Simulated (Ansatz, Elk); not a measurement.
## How far do independent atoms describe CaTi2Cd2?

Structure refinements treat a crystal as free atoms side by side. For a made-up structure of CaTi2Cd2 (cell and positions from a r2SCAN relaxation) the runs below show what the calculated density changes in F(hkl).

Program: Elk 11.2.3 (patched build). Level of theory: DFT, PBE, all-electron APW+lo, Dirac cores, scalar-relativistic bands, static density, no spin. Results are calculated unless marked as measured.

This account leaves out most program logs.

The structure was built from a prototype and need not be the compound's stable phase.

### 1. Set-up

The structure is tetragonal, space group I4/mmm (No. 139). Conventional cell: a = 4.451 Å, b = 4.451 Å, c = 11.672 Å, α = 90.00°, β = 90.00°, γ = 90.00°. Nearest to Cd lie 4 Ti at 2.93 Å and 4 Cd at 3.15 Å and 4 Ca at 3.67 Å. Nearest to Ti lie 1 Ti at 2.02 Å and 4 Cd at 2.93 Å and 4 Ca at 3.31 Å. Ca has 8 Ti at 3.31 Å and 8 Cd at 3.67 Å nearest. Farther neighbours are not listed.

### 2. Ground state and structure factors

An all-electron density is needed, since X-rays see the cores too. Task 0 finds the density and task 195 Fourier-transforms it; tshift is off so that phases refer to the origin typed.

File elk.in:

```
tasks
  0
  195

xctype
  20

spinpol
  .false.

rgkmax
  7.0

gmaxvr
  14.0

lmaxo
  7

lmaxapw
  8

swidth
  0.002

tshift
  .false.

ramdisk
  .false.

hmaxvr
  5.5

maxscl
  120

epspot
  1e-06

sppath
  './'

avec
  -4.20512296638 4.20512296638 11.02833772751
  4.20512296638 -4.20512296638 11.02833772751
  4.20512296638 4.20512296638 -11.02833772751

atoms
  3
  'Cd.in'
  2
  0.7500000000 0.2500000000 0.5000000000   0.000000 0.000000 0.000000
  0.2500000000 0.7500000000 0.5000000000   0.000000 0.000000 0.000000
  'Ti.in'
  2
  0.4132899098 0.4132899098 0.0000000000   0.000000 0.000000 0.000000
  0.5867100902 0.5867100902 0.0000000000   0.000000 0.000000 0.000000
  'Ca.in'
  1
  -0.0000000000 -0.0000000000 -0.0000000000   0.000000 0.000000 0.000000

ngridk
  7 7 7
```

On the command line:

```console
$ OMP_NUM_THREADS=4 elk
```

Elapsed: 54 s, on 4 threads of Arm Neoverse V2, shared host; peak memory 0.24 GiB.

SFACRHO.OUT:

```text

h k l indices transformed by vhmat matrix:
   1.000000000       0.000000000       0.000000000    
   0.000000000       1.000000000       0.000000000    
   0.000000000       0.000000000       1.000000000    

      h      k      l  multipl.   |H|            Re(F)            Im(F)           |F|

      0      0      0      1   0.0000000       160.00000     -0.57351686E-16   160.00000    
     -1     -1      1      2  0.56973095      -54.262531      0.48707907E-13   54.262531    
     -1      0      1      8  0.79955444      -15.566340      0.18690200E-16   15.566340    
      1     -1      0      4   1.0565406      -32.307870      0.43043669E-16   32.307870    
     -2     -1      1      8   1.1351097       17.193919     -0.39109226E-16   17.193919    
      2      2     -2      2   1.1394619       77.259516      0.92011021E-13   77.259516    
      0      2     -1      8   1.2003630       110.22295      0.48685709E-13   110.22295    
     -1      1     -1      4   1.4941740       119.04513      0.41149820E-13   119.04513    
      2      2     -3      8   1.5539148      -77.149011     -0.15971161E-12   77.149011    
      2      0     -2      8   1.5991089      -45.779576     -0.97467414E-13   45.779576    
     -3     -2      3      8   1.6083679       39.790817      0.24809098E-16   39.790817    
      1     -2      0     16   1.6946513      -11.850926     -0.75403575E-17   11.850926    
     -3     -3      3      2   1.7091928      -85.793714      0.89311505E-13   85.793714    
     -2     -1      3     16   1.8764407       13.912271      0.21105296E-16   13.912271    
      1      3     -3      8   1.8790767       64.752172      0.85200595E-13   64.752172    
      3      3     -2      8   2.0093825       52.131757      0.10491425E-12   52.131757    
     -2      2      0      4   2.1130811       101.40993     -0.18229326E-17   101.40993    
     -3     -4      4      8   2.1294148       30.636491      0.13882880E-16   30.636491
```

Elk indexes on the primitive cell of elk.in and gives |H| = 4π sin θ/λ in inverse bohr. Below, one row stands for each form hkl of the conventional cell (m members, Friedel mates merged), F is for one primitive cell and the density is static (no thermal factor). Free-atom factors are Waasmaier and Kirfel's, and R is Σm||F|−|F'||/Σm|F|.

```csv
hkl,m,sin θ/λ (Å⁻¹),"abs F, DFT",neutral atoms,diff.
002,2,0.086,54.263,54.788,-0.525
101,8,0.120,15.566,15.281,+0.285
110,4,0.159,32.308,32.641,-0.333
103,8,0.171,17.194,17.280,-0.086
004,2,0.171,77.260,77.031,+0.229
112,8,0.180,110.223,110.449,-0.226
200,4,0.225,119.045,119.180,-0.135
114,8,0.234,77.149,77.692,-0.543
202,8,0.240,45.780,46.151,-0.371
105,8,0.242,39.791,40.238,-0.447
211,16,0.255,11.851,11.849,+0.002
006,2,0.257,85.794,86.938,-1.144
213,16,0.282,13.912,13.881,+0.032
204,8,0.283,64.752,64.883,-0.131
116,8,0.302,52.132,51.857,+0.274
220,4,0.318,101.410,101.423,-0.013
107,8,0.320,30.637,31.076,-0.440
222,8,0.329,40.875,40.938,-0.063
215,16,0.330,33.797,33.740,+0.057
301,8,0.340,10.110,10.055,+0.055
206,8,0.341,75.517,75.636,-0.119
008,2,0.343,64.901,64.503,+0.398
```

### 3. The highest occupied states alone

An energy window below the Fermi level keeps the highest occupied states, to see at which angles they scatter; shallow core shells can lie inside it and anion s states outside. No new self-consistency is needed.

Edit elk.in of step 2 so:

```diff
@@ -1,3 +1,2 @@
 tasks
-  0
   195
@@ -40,2 +39,5 @@
 
+wsfac
+  -0.331510 0.519730
+
 sppath
```

On the command line:

```console
$ OMP_NUM_THREADS=4 elk
```

Run time: 14 s. Hardware: 4 threads; peak memory 0.18 GiB.

States within 15 eV below the Fermi level hold 34.00 electrons; any levels below the window count with the cores. Their amplitudes can exceed the total, where window and core parts have opposite phase:

| hkl | sin θ/λ (Å⁻¹) | abs F, window | abs F, all |
| --- | --- | --- | --- |
| 002 | 0.086 | 16.727 | 54.263 |
| 101 | 0.120 | 3.214 | 15.566 |
| 110 | 0.159 | 11.619 | 32.308 |
| 103 | 0.171 | 0.123 | 17.194 |
| 004 | 0.171 | 12.357 | 77.260 |
| 112 | 0.180 | 13.606 | 110.223 |
| 200 | 0.225 | 11.366 | 119.045 |
| 114 | 0.234 | 9.760 | 77.149 |
| 202 | 0.240 | 7.971 | 45.780 |
| 105 | 0.242 | 0.907 | 39.791 |

### 4. Another functional

The difference from free atoms is small, so it is set against the change that LDA (Perdew-Wang) makes.

Edit elk.in of step 3 so:

```diff
@@ -1,2 +1,3 @@
 tasks
+  0
   195
@@ -4,3 +5,3 @@
 xctype
-  20
+  3
 
@@ -39,5 +40,2 @@
 
-wsfac
-  -0.331510 0.519730
-
 sppath
```

On the command line:

```console
$ OMP_NUM_THREADS=4 elk
```

It took 32 s on 4 threads; peak memory 0.19 GiB; 100 s of CPU time.

Against the first run R = 0.03 %; the largest change is -0.057 at 200.

### 5. A coarser k-mesh

About half the k-points along each axis test the sampling.

Edit elk.in of step 4 so:

```diff
@@ -5,3 +5,3 @@
 xctype
-  3
+  20
 
@@ -63,2 +63,2 @@
 ngridk
-  7 7 7
+  4 4 4
```

On the command line:

```console
$ OMP_NUM_THREADS=4 elk
```

The job ended after 31 s (4 threads; peak memory 0.25 GiB; 70 s of CPU time).

Against the first run R = 0.01 %; the largest change is +0.013 at 301.

### 6. Settings against the effect

```
              run  R against the first run (%)  R against neutral atoms, low angle (%)  wall time
    PBE, rgkmax 7                         0.00                                    0.52       54 s
LDA (Perdew-Wang)                         0.03                                    0.54       32 s
     k-mesh 4×4×4                         0.01                                    0.52       31 s
```

### 7. Summary of results

```yaml
r_against_neutral_atoms_sin_theta_lambda_0p3_a_minus1: 0.52 %
r_against_neutral_atoms_0p3_to_0p75_a_minus1: 0.23 %
```

**Reading.** Independent neutral atoms miss the calculated amplitudes by R = 0.52 % below 0.3 Å⁻¹ and 0.23 % from there to 0.75 Å⁻¹; by shells, 1.43 % below 0.15 Å⁻¹ (2 forms), 0.47 % 0.15 to 0.3 (12 forms), 0.25 % 0.3 to 0.45 (24 forms), 0.23 % above 0.45 (111 forms). Bonding, aspherical density and the tables' own atoms all enter these figures, and the runs don't part them. The largest change of an amplitude is -1.14 electrons, at 006. The window's part falls from 34.0 electrons at the origin to at most 1.31 between 0.45 and 0.75 Å⁻¹, where compact states inside the window still scatter. Below 0.3 Å⁻¹ the changes that finished (LDA (Perdew-Wang) and k-mesh 4×4×4) move F by R = 0.04 % at most, against the 0.52 % that separates it from free atoms. The basis has no finished test. These runs have no spin, though d or f shells may be open. Part of the difference isn't bonding: the tables are fits to free atoms and ions calculated by other methods than this functional. Thermal motion, anomalous dispersion and extinction are left out.

[Logs are printed without paths, hosts, clocks, repeated set-up lines and the standing remarks that a program may print on its own settings, such as how far it seeks lower states.]

[Hosts, paths, dates, database ids (printed as entryN), source tags and the programs' standing remarks are cut or masked in the printed files.]
